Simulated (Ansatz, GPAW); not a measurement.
# Work function of Br/W(110) at several levels

Aim: the work function of both faces of Br/W(110), and its spread over functionals and bases.

Main program and level: GPAW 26.7.0 and Ansatz 0.2.0; Ansatz plane waves; slab in vacuum with a dipole correction, relaxation; PAW set soft_1, in the first sound run; inputs show where later runs differ.

## 1. The structure

The cell holds 17 atoms: 16 W and 1 Br. Cell: a = 5.473 Å, b = 5.473 Å, c = 23.208 Å, α = 90.0°, β = 90.0°, γ = 70.5°. Vacuum lies along c.

## 2. Relaxation

Forces are removed first; all later runs use this geometry. The lowest 8 atoms are held at bulk positions and keep their forces.

input.yaml reads:

```yaml
crystal:
  lattice:
    - [4.4689148571, -3.16, 0.0]
    - [4.4689148571, 3.16, 0.0]
    - [0.0, 0.0, 23.2075929229]
  atoms:
    - { symbol: W, position: [0.0, 0.0, 0.3016254216] }
    - { symbol: W, position: [0.25, 0.25, 0.3979067308] }
    - { symbol: W, position: [0.0, 0.0, 0.4941880399] }
    - { symbol: W, position: [0.25, 0.25, 0.590469349] }
    - { symbol: W, position: [0.0, 0.5, 0.3016254216] }
    - { symbol: W, position: [0.25, 0.75, 0.3979067308] }
    - { symbol: W, position: [0.0, 0.5, 0.4941880399] }
    - { symbol: W, position: [0.25, 0.75, 0.590469349] }
    - { symbol: W, position: [0.5, 0.0, 0.3016254216] }
    - { symbol: W, position: [0.75, 0.25, 0.3979067308] }
    - { symbol: W, position: [0.5, 0.0, 0.4941880399] }
    - { symbol: W, position: [0.75, 0.25, 0.590469349] }
    - { symbol: W, position: [0.5, 0.5, 0.3016254216] }
    - { symbol: W, position: [0.75, 0.75, 0.3979067308] }
    - { symbol: W, position: [0.5, 0.5, 0.4941880399] }
    - { symbol: W, position: [0.75, 0.75, 0.590469349] }
    - { symbol: Br, position: [0.0, 0.0, 0.6983745784] }
kpoints:
  mp_grid: { grid: [6, 6, 1] }
hamiltonian:
  xc: pbe
  pseudopotentials: { kind: paw, azcp: { folder: soft_1 } }
scf:
  occupations: { method: fermi_dirac, width: 0.1 }
efield:
  axis: 3
  dipole_correction: true
  ramp_width: 0.05
relax:
  f_tol: 0.02
  max_steps: 60
  constraints: [{ sites: [0, 1, 4, 5, 8, 9, 12, 13] }]
output:
  write_potential: true
  write_density: true
  volumetric_format: npy
```

The run is started by

```bash
$ ansatz run input.yaml --threads 4 --pin off --max-ram 8192MiB --backend cpu --events-out ev --progress --plain --runs-dir out
```

Numbers of over 12 decimals in the logs are rounded to 6 here.

The program printed:

```text
Engine: ansatz 0.2.0, aarch64-unknown-linux-gnu
Pseudopotentials: kind: paw
Pseudopotential: W, paw, valence charge 14, recommended cutoff 420 eV (normal), soft_1/W.paw.azcp
Pseudopotential: Br, paw, valence charge 7, recommended cutoff 420 eV (normal), soft_1/Br.paw.azcp
Functional definition: PBE
  parameter kappa = 0.804
  parameter beta = 0.066725
  exchange = pbe_x(kappa = kappa, mu = beta*pi^2/3)
  correlation = pbe_c(beta = beta)
Crystal: 17 atoms, lattice volume = 655.465 Å³
Basis set: ecut = 420 eV, 12777 PW (Γ), exchange–correlation on 80×80×320 points (8 copies of the dense FFT grid, shifted against one another)
Bands: 139, of which v1, the nominal top of the filled ones, is band 116 counted from 1 (115 counted from 0)
Symmetry: 4 space group operations
Space group: Cmm2 (ITA 35), of the structure as read, at distance tolerance 8.7e-5 Å
k-points: 13 of 36
Non-local potential: W, projectors of the file, l = 0: 3, l = 1: 2, l = 2: 2, l = 3: 1
Non-local potential: Br, projectors of the file, l = 0: 2, l = 1: 2, l = 2: 2
PAW form: soft (Blöchl's): semilocal exchange-correlation on the pseudo side does not see the compensation charge
PAW one-centre angular grid: W, 590 points (default); XC on 64 Gauss nodes
PAW one-centre angular grid: Br, 110 points (default); XC on 64 Gauss nodes
Initial density: superposition of atomic densities (neutral atoms: chi_scale 0, normalization atom)
Initial wavefunctions: pseudopotential atomic-orbital guess
Functional: x = pbe(κ = 0.804, μ = 0.219515), c = pbe(β = 0.066725)
SCF iter   1: F=—  HF=-168955.238584 eV  |F-HF|=—  |Δ(HF+E_count)|=         —  Δρ=4.27e-2  dr2=5.58e1  ethr=3.10e-3  p=0.000 e·Å  D=5.77e-8 V/Å  ΔV_dip=-0.00 eV  dr2_dipole=3.07e-1  V_vac-E_F(+/−)=6.92/6.92 eV  ⟨swp⟩=9.2  Hψ=8517  notcnv=0
efield: sawtooth ramp at fractional position 0.9750 (placed from the atoms, in the widest stretch of the axis that holds none; the zero of the levels goes with the place), width 0.0500; the density the first Hamiltonian is built on has a dipole p = 0.000 e·Å; the dipole correction subtracts the counter field D = 5.77e-8 V/Å, which shifts the + side's vacuum level by -0.00 eV against the − side's; the planar-averaged density in the ramp window peaks in size at 1.7e-7 e/Å³
preconditioner: auto → LDOS  [metal: Δε(μ)=0.010 eV  Ē_g=5.129 eV  σ=0.100 eV  W_gap=0.02  n_scr=120 (ndim 8)  ℏωp=14.7 eV  f_vac=0.497  D(μ)=11.80/eV (n_scr^D=66)  β→1.0]
SCF iter   2: F=—  HF=-168949.965103 eV  |F-HF|=—  |Δ(HF+E_count)|=    5.27e0  Δρ=2.31e-2  dr2=9.23e0  ethr=3.10e-3  p=-0.034 e·Å  D=-9.47e-3 V/Å  ΔV_dip=0.22 eV  dr2_dipole=1.36e-4  V_vac-E_F(+/−)=4.98/4.76 eV  ⟨swp⟩=4.2  Hψ=4655  notcnv=0
SCF iter   3: F=—  HF=-168948.609530 eV  |F-HF|=—  |Δ(HF+E_count)|=    1.36e0  Δρ=6.99e-3  dr2=1.03e0  ethr=3.10e-3  p=0.026 e·Å  D=7.26e-3 V/Å  ΔV_dip=-0.17 eV  dr2_dipole=3.28e-3  V_vac-E_F(+/−)=5.10/5.27 eV  ⟨swp⟩=3.1  Hψ=3849  notcnv=0
SCF iter   4: F=—  HF=-168948.383701 eV  |F-HF|=—  |Δ(HF+E_count)|=   2.26e-1  Δρ=1.99e-3  dr2=5.12e-2  ethr=4.44e-4  p=0.009 e·Å  D=2.35e-3 V/Å  ΔV_dip=-0.05 eV  dr2_dipole=2.27e-3  V_vac-E_F(+/−)=5.03/5.08 eV  ⟨swp⟩=3.3  Hψ=3532  notcnv=0
SCF iter   5: F=—  HF=-168948.387333 eV  |F-HF|=—  |Δ(HF+E_count)|=   3.63e-3  Δρ=7.05e-4  dr2=6.08e-3  ethr=2.21e-5  p=0.004 e·Å  D=1.20e-3 V/Å  ΔV_dip=-0.03 eV  dr2_dipole=2.37e-5  V_vac-E_F(+/−)=4.96/4.99 eV  ⟨swp⟩=2.5  Hψ=3168  notcnv=0
SCF iter   6: F=—  HF=-168948.388408 eV  |F-HF|=—  |Δ(HF+E_count)|=   1.07e-3  Δρ=2.14e-4  dr2=7.72e-4  ethr=2.63e-6  p=0.000 e·Å  D=5.51e-5 V/Å  ΔV_dip=-0.00 eV  dr2_dipole=9.29e-5  V_vac-E_F(+/−)=4.94/4.94 eV  ⟨swp⟩=2.5  Hψ=2746  notcnv=0
SCF iter   7: F=—  HF=-168948.388559 eV  |F-HF|=—  |Δ(HF+E_count)|=   1.51e-4  Δρ=8.19e-5  dr2=1.27e-4  ethr=3.34e-7  p=-0.003 e·Å  D=-8.54e-4 V/Å  ΔV_dip=0.02 eV  dr2_dipole=1.45e-5  V_vac-E_F(+/−)=4.93/4.91 eV  ⟨swp⟩=2.8  Hψ=3259  notcnv=0
SCF iter   8: F=—  HF=-168948.388574 eV  |F-HF|=—  |Δ(HF+E_count)|=   1.49e-5  Δρ=3.92e-5  dr2=2.99e-5  ethr=5.51e-8  p=-0.005 e·Å  D=-1.29e-3 V/Å  ΔV_dip=0.03 eV  dr2_dipole=2.27e-7  V_vac-E_F(+/−)=4.93/4.90 eV  ⟨swp⟩=2.5  Hψ=2843  notcnv=0
SCF iter   9: F=-168948.388571 eV  HF=-168948.388570 eV  |F-HF|=7.10e-7  |Δ(HF+E_count)|=   3.66e-6  Δρ=1.25e-5  dr2=1.89e-6  ethr=4.33e-9  p=-0.005 e·Å  D=-1.39e-3 V/Å  ΔV_dip=0.03 eV  dr2_dipole=1.26e-7  V_vac-E_F(+/−)=4.93/4.90 eV  ⟨swp⟩=13.3  Hψ=18343  notcnv=0
SCF 1 converged in 9 iterations: F = -168948.388571 eV  dr2 = 1.89e-6
  greatest PAW one-centre occupation: 0.999 electrons in one spin orbital (limit 2), on the W atom at site 9 (counted from 0), in its partial waves of l = 0
relax step   1: F+E_penalty+E_count = -168948.38857068 eV  Δ(F+E_penalty+E_count) = +0.000e0 eV  max|allowed force component| = 1.310e0 eV/Å  Δτ_max = 0.0000 Å  (9 SCF iters, dr2 threshold 1.00e-5 eV, accepted)
Initial density: handed on by an earlier stage of this run
Initial wavefunctions: those handed on with the density
iter 1 solved again at ethr=5.17e-4 eV; its pass at ethr=3.10e-3 eV (dr2=1.20e0 eV) is discarded
SCF iter   1: F=—  HF=-168948.666693 eV  |F-HF|=—  |Δ(HF+E_count)|=         —  Δρ=6.99e-3  dr2=1.25e0  ethr=5.17e-4  p=-0.005 e·Å  D=-1.39e-3 V/Å  ΔV_dip=0.03 eV  dr2_dipole=3.92e-2  V_vac-E_F(+/−)=4.94/4.91 eV  ⟨swp⟩=2.0  Hψ=6380  notcnv=0
efield: sawtooth ramp at fractional position 0.9750 (handed on by an earlier solve), width 0.0500; the density the first Hamiltonian is built on has a dipole p = -0.005 e·Å; the dipole correction subtracts the counter field D = -1.39e-3 V/Å, which shifts the + side's vacuum level by +0.03 eV against the − side's; the planar-averaged density in the ramp window peaks in size at 2.8e-6 e/Å³
preconditioner: auto → LDOS  [metal: Δε(μ)=0.037 eV  Ē_g=4.921 eV  σ=0.100 eV  W_gap=0.09  n_scr=120 (ndim 8)  ℏωp=14.7 eV  f_vac=0.507  D(μ)=11.18/eV (n_scr^D=62)  β→1.0]
SCF iter   2: F=—  HF=-168948.595632 eV  |F-HF|=—  |Δ(HF+E_count)|=   7.11e-2  Δρ=4.02e-3  dr2=4.15e-1  ethr=5.17e-4  p=0.059 e·Å  D=1.64e-2 V/Å  ΔV_dip=-0.38 eV  dr2_dipole=5.50e-3  V_vac-E_F(+/−)=4.51/4.89 eV  ⟨swp⟩=3.2  Hψ=3069  notcnv=0
SCF iter   3: F=—  HF=-168948.537580 eV  |F-HF|=—  |Δ(HF+E_count)|=   5.81e-2  Δρ=1.27e-3  dr2=4.30e-2  ethr=1.80e-4  p=0.051 e·Å  D=1.41e-2 V/Å  ΔV_dip=-0.33 eV  dr2_dipole=2.67e-4  V_vac-E_F(+/−)=4.57/4.90 eV  ⟨swp⟩=2.5  Hψ=3145  notcnv=0
[...]
SCF iter   5: F=—  HF=-168948.688520 eV  |F-HF|=—  |Δ(HF+E_count)|=   1.98e-4  Δρ=8.18e-5  dr2=1.03e-4  ethr=5.73e-7  p=0.109 e·Å  D=3.00e-2 V/Å  ΔV_dip=-0.70 eV  dr2_dipole=3.88e-6  V_vac-E_F(+/−)=4.19/4.89 eV  ⟨swp⟩=2.6  Hψ=3189  notcnv=0
SCF iter   6: F=-168948.688504 eV  HF=-168948.688520 eV  |F-HF|=1.67e-5  |Δ(HF+E_count)|=   3.09e-7  Δρ=3.44e-5  dr2=1.98e-5  ethr=2.93e-8  p=0.109 e·Å  D=3.01e-2 V/Å  ΔV_dip=-0.70 eV  dr2_dipole=1.63e-6  V_vac-E_F(+/−)=4.19/4.89 eV  ⟨swp⟩=12.0  Hψ=18194  notcnv=0
SCF 3 converged in 6 iterations: F = -168948.688504 eV  dr2 = 1.98e-5
relax step   3: F+E_penalty+E_count = -168948.68850368 eV  Δ(F+E_penalty+E_count) = -1.590e-1 eV  max|allowed force component| = 2.808e-1 eV/Å  Δτ_max = 0.1764 Å  (6 SCF iters, dr2 threshold 6.77e-5 eV, accepted)
[...]
relax step   4: F+E_penalty+E_count = -168948.69961520 eV  Δ(F+E_penalty+E_count) = -1.111e-2 eV  max|allowed force component| = 9.190e-2 eV/Å  Δτ_max = 0.0388 Å  (6 SCF iters, dr2 threshold 5.74e-6 eV, accepted)
[...]
relax step   5: F+E_penalty+E_count = -168948.70145165 eV  Δ(F+E_penalty+E_count) = -1.836e-3 eV  max|allowed force component| = 1.852e-2 eV/Å  Δτ_max = 0.0148 Å  (6 SCF iters, dr2 threshold 6.14e-7 eV, accepted)
iter 1 solved again at ethr=7.30e-11 eV; its pass at ethr=3.10e-3 eV (dr2=1.69e-7 eV) is discarded
SCF iter   1: F=—  HF=-168948.701452 eV  |F-HF|=—  |Δ(HF+E_count)|=         —  Δρ=2.95e-6  dr2=1.68e-7  ethr=7.30e-11  p=0.114 e·Å  D=3.13e-2 V/Å  ΔV_dip=-0.73 eV  dr2_dipole=2.12e-8  V_vac-E_F(+/−)=4.16/4.89 eV  ⟨swp⟩=1.2  Hψ=4273  notcnv=0
efield: sawtooth ramp at fractional position 0.9750 (handed on by an earlier solve), width 0.0500; the density the first Hamiltonian is built on has a dipole p = 0.114 e·Å; the dipole correction subtracts the counter field D = 3.13e-2 V/Å, which shifts the + side's vacuum level by -0.73 eV against the − side's; the planar-averaged density in the ramp window peaks in size at 3.1e-6 e/Å³
preconditioner: auto → LDOS  [metal: Δε(μ)=0.017 eV  Ē_g=4.979 eV  σ=0.100 eV  W_gap=0.04  n_scr=120 (ndim 8)  ℏωp=14.7 eV  f_vac=0.510  D(μ)=11.42/eV (n_scr^D=66)  β→1.0]
SCF iter   2: F=—  HF=-168948.701452 eV  |F-HF|=—  |Δ(HF+E_count)|=   9.81e-8  Δρ=2.47e-6  dr2=1.19e-7  ethr=7.29e-11  p=0.114 e·Å  D=3.13e-2 V/Å  ΔV_dip=-0.73 eV  dr2_dipole=1.05e-9  V_vac-E_F(+/−)=4.16/4.89 eV  ⟨swp⟩=2.0  Hψ=3168  notcnv=0
SCF iter   3: F=-168948.701452 eV  HF=-168948.701452 eV  |F-HF|=3.58e-9  |Δ(HF+E_count)|=   4.19e-9  Δρ=8.16e-7  dr2=1.22e-8  ethr=4.33e-11  p=0.114 e·Å  D=3.13e-2 V/Å  ΔV_dip=-0.73 eV  dr2_dipole=1.14e-9  V_vac-E_F(+/−)=4.16/4.89 eV  ⟨swp⟩=10.9  Hψ=12911  notcnv=0
SCF 6 converged in 3 iterations: F = -168948.701452 eV  dr2 = 1.22e-8
relax step   6: F+E_penalty+E_count = -168948.70145178 eV  Δ(F+E_penalty+E_count) = -1.296e-7 eV  max|allowed force component| = 1.841e-2 eV/Å  Δτ_max = 0.0000 Å  (3 SCF iters, accepted)
NSCF: frozen V_eff on 13 k-points
the band table was solved once a step of the walk had ended and its energy, with any forces and stress, was formed, with the checks that follow a solve (7537 applications of the Hamiltonian). They found nothing against the state; the energy, forces and stress were not computed again (output.eigenvalues in the input reference)
WARN: The output density's exchange-correlation potential varies sharply where the density is thin. Do not read a vacuum level from v_tot or v_xc, or from such a field of the output density. On a cell that repeats whose density bears no net charge and no dipole along the vacuum's axis use v_es (v_loc + v_h of the components); under efield.dipole_correction with no amplitude use v_es + v_field, which holds any externa [...]
SCF converged after 3 iterations
Free energy (F): -168948.701452 eV
Harris-Foulkes:  -168948.701452 eV  (|F-HF|=3.58e-9)
Internal energy: -168948.327332 eV  (E = F + TS)
E sigma→0 (E₀):  -168948.514392 eV
Entropy (-TS):   -0.374120 eV (-22.007 meV/atom)
Fermi energy:    6.432104 eV
Dipole field:    D = 0.031321 V/Å  (p = 0.113456 e·Å, saw-weighted, corrected)
Work function:   Φ+ = 4.1622 eV   Φ− = 4.8891 eV
Levels:          The Fermi level and band energies are counted from a zero that moves with the ramp; work functions are not
--- Per-component energies (eV) ---
  E_band       = -4913.350828
  E_kinetic    = 6857.020496
  E_local      = -249358.469372  (includes V_loc(G=0)·N_el)
  E_nonlocal   = -350.524616
  E_hartree    = 122162.296892
  E_xc         = -4464.552030
  E_vxc        = -3789.657279  (∫ρ·V_xc dr)
  E_paw        = -139558.578055  (= ΣΔE_a)
  E_vpaw       = -2604.121151  (= ΣTr[D̂ρ^β])
  E_aug_tail   = 0.002368  (compensation charges beyond the density's cutoff)
  E_efield     = 0.001777  (sawtooth field / dipole correction)
  E_vefield    = 7.803957  (∫n·V_field dr)
  E_ewald      = 95764.475209
  E_smearing   = -0.374120  (= −TS)
  E_closure    = -0.000000  (closes the sum)
  Σ components = -168948.701452   (vs F -168948.701452, Δ=0.00e0)
--- Forces (eV/Å), atoms counted from 1 ---
  atom   1  W      0.00000000     0.00000000     0.25247281
  atom   2  W     -0.02119440    -0.00000000    -0.46190417
  atom   3  W      0.00000000    -0.00000000    -0.01116181
  atom   4  W     -0.01061328    -0.00000000    -0.00451591
  atom   5  W      0.00000000     0.00000000     0.42271357
  atom   6  W      0.00000000    -0.03570109    -0.24901387
  atom   7  W      0.00000000     0.00000000     0.01489897
  atom   8  W      0.00000000    -0.01841383    -0.00312371
  atom   9  W     -0.00000000     0.00000000     0.42271357
  atom  10  W      0.00000000     0.03570109    -0.24901387
  atom  11  W      0.00000000    -0.00000000     0.01489897
  atom  12  W      0.00000000     0.01841383    -0.00312371
  atom  13  W      0.00000000     0.00000000     0.32158195
  atom  14  W      0.02119440    -0.00000000    -0.46190417
  atom  15  W      0.00000000    -0.00000000    -0.01348946
  atom  16  W      0.01061328     0.00000000    -0.00451591
  atom  17  Br     0.00000000     0.00000000     0.01252598
  max |Σ_I F_I| component: 3.92e-5 eV/Å
--- Band table (eV; the first three rows and the last of 13) ---
  k-point 0: bands = [... 112 lower, 6.9363, 7.0782, 7.1861, 7.2169, 7.2249, 7.3961, 7.5059, 7.8382, ... 19 higher]
  k-point 1: bands = [... 112 lower, 6.4781, 6.6016, 6.6593, 7.0225, 7.2909, 7.4392, 7.6166, 7.7194, ... 19 higher]
  k-point 2: bands = [... 112 lower, 5.8839, 6.0444, 6.3743, 6.5265, 6.7292, 6.9746, 7.0415, 7.2316, ... 19 higher]
  k-point 12: bands = [... 112 lower, 5.6148, 5.6169, 5.8152, 5.8337, 5.8684, 5.8855, 6.1895, 6.2469, ... 19 higher]
--- Relaxed structure (6 steps of the walk, 6 accepted, 0 SCFs on fresh bases) ---
  F+E_penalty+E_count = -168948.70145178 eV   max|allowed force component| = 1.841e-2 eV/Å
  atoms:
    - { symbol: W, position: [0.0, 0.0, 0.3016254216] }
    - { symbol: W, position: [0.25, 0.25, 0.3979067308] }
    - { symbol: W, position: [-1.7680010332157607e-19, 1.7680010332157607e-19, 0.495055] }
    - { symbol: W, position: [0.253453, 0.253453, 0.590828] }
    - { symbol: W, position: [2.7755575615628914e-17, 0.5, 0.3016254216] }
    - { symbol: W, position: [0.25, 0.75, 0.3979067308] }
    - { symbol: W, position: [2.7755575615628914e-17, 0.5, 0.496354] }
    - { symbol: W, position: [0.252380, 0.747620, 0.590060] }
    - { symbol: W, position: [0.5, 2.7755575615628914e-17, 0.3016254216] }
    - { symbol: W, position: [0.75, 0.25, 0.3979067308] }
    - { symbol: W, position: [0.5, 2.7755575615628914e-17, 0.496354] }
    - { symbol: W, position: [0.747620, 0.252380, 0.590060] }
    - { symbol: W, position: [0.5, 0.5, 0.3016254216] }
    - { symbol: W, position: [0.75, 0.75, 0.3979067308] }
    - { symbol: W, position: [0.5, 0.5, 0.494407] }
    - { symbol: W, position: [0.746547, 0.746547, 0.590828] }
    - { symbol: Br, position: [3.1710417714521016e-18, -3.1710417714521016e-18, 0.682818] }
```

Run time: 3.4 min. Hardware: 4 threads of Arm Neoverse V1, shared host; peak memory 2.2 GiB; 13 min of CPU time.

This run has no spin polarisation although its electron count is odd.

Step by step:

```
step  energy less that of the first step (eV)  largest force component (eV/Å)
   1                                   0.0000                          1.3104
   2                                  -0.1409                          1.0411
   3                                  -0.2999                          0.2808
   4                                  -0.3110                          0.0919
   5                                  -0.3129                          0.0185
   6                                  -0.3129                          0.0184
```

Forces are held to the 4 operations that the run works with; a distortion that breaks them can't arise in this run.

The atoms that moved most (Å):

```
atom      dx      dy      dz  length
Br17   0.000   0.000  -0.361   0.361
  W7   0.000   0.000   0.050   0.050
 W11   0.000   0.000   0.050   0.050
  W4   0.031   0.000   0.008   0.032
 W16  -0.031   0.000   0.008   0.032
  W3   0.000   0.000   0.020   0.020
 W12   0.000   0.015  -0.009   0.018
  W8   0.000  -0.015  -0.009   0.018
```

Numbers from this step:

```
free energy             : -168948.7015 eV
smearing term TS        : 0.3741 eV
symmetry operations     : 4
upper work function     : 4.162 eV
lower work function     : 4.889 eV
dipole along the normal : 0.1135 e·Å
dipole field            : 0.03132 V/Å
vacuum level above      : 10.59 eV
vacuum level below      : 11.32 eV
```

Table of electrostatic potential energy of an electron (with the applied field's), less the Fermi level, planar mean by z:

z (Å), electrostatic potential energy of an electron (with the applied field's), less the Fermi level, planar mean (eV) and a bar from the least value:
```
      0.0        4.5 ##############################
      0.5        4.8 ##############################
      1.0        4.9 ##############################
      1.5        4.9 ##############################
      2.0        4.9 ##############################
      2.5        4.9 ##############################
      3.0        4.9 ##############################
      3.5        4.9 ##############################
      4.0        4.8 ##############################
      4.5        4.7 ##############################
      5.0        4.3 #############################
      5.5        2.9 ###########################
      6.0       -1.7 ######################
      6.5      -13.0 #######
      7.0      -18.2 #
      7.5      -13.2 #######
      8.0       -3.3 ####################
      8.5       -8.0 ##############
      9.0      -17.7 #
      9.5      -17.3 ##
     10.0       -7.3 ###############
     10.5       -3.4 ###################
     11.0      -13.5 #######
     11.5      -18.7 
     12.0      -13.5 #######
     12.5       -3.6 ###################
     13.0       -8.7 #############
     13.5      -17.6 #
     14.0      -16.7 ###
     14.5       -6.4 ################
     15.0        0.0 ########################
     15.5       -0.9 #######################
     16.0       -1.2 ######################
     16.5        1.7 ##########################
     17.0        3.7 ############################
     17.5        4.1 #############################
     18.0        4.1 #############################
     18.5        4.2 #############################
     19.0        4.2 #############################
     19.5        4.2 #############################
     20.0        4.2 #############################
     20.5        4.2 #############################
     21.0        4.2 #############################
     21.5        4.2 #############################
     22.0        4.2 #############################
     22.5        4.2 #############################
     23.0        4.4 #############################
```

The valence density, planar mean oscillates, so the rows of the table below give means over windows of 2.18 Å about each position, cut where the curve ends. Its maxima inside the range that stand out by 2 % of the span (Å: e/Å³): 7.0: 1.54, 9.3: 1.53, 11.5: 1.53, 13.6: 1.54. Its minima: 8.1: 0.353, 10.3: 0.340, 12.6: 0.367.

Valence density, planar mean against z; means over each step:

z (Å), valence density, planar mean (e/Å³) and a bar:
```
     1.09       0.00 
     3.27       0.00 
     5.45       0.17 ######
     7.63       0.89 ##############################
     9.81       0.88 #############################
    11.99       0.90 ##############################
    14.17       0.82 ###########################
    16.35       0.10 ###
    18.53       0.00 
    20.71       0.00
```

The relaxation lowered the energy of the cell by 0.313 eV.

(Continued in part 2 of 3.)

[Logs are printed without paths, hosts, clocks, repeated set-up lines and the standing remarks that a program may print on its own settings, such as how far it seeks lower states.]

[Hosts, paths, dates, database ids (printed as entryN), source tags and the programs' standing remarks are cut or masked in the printed files.]
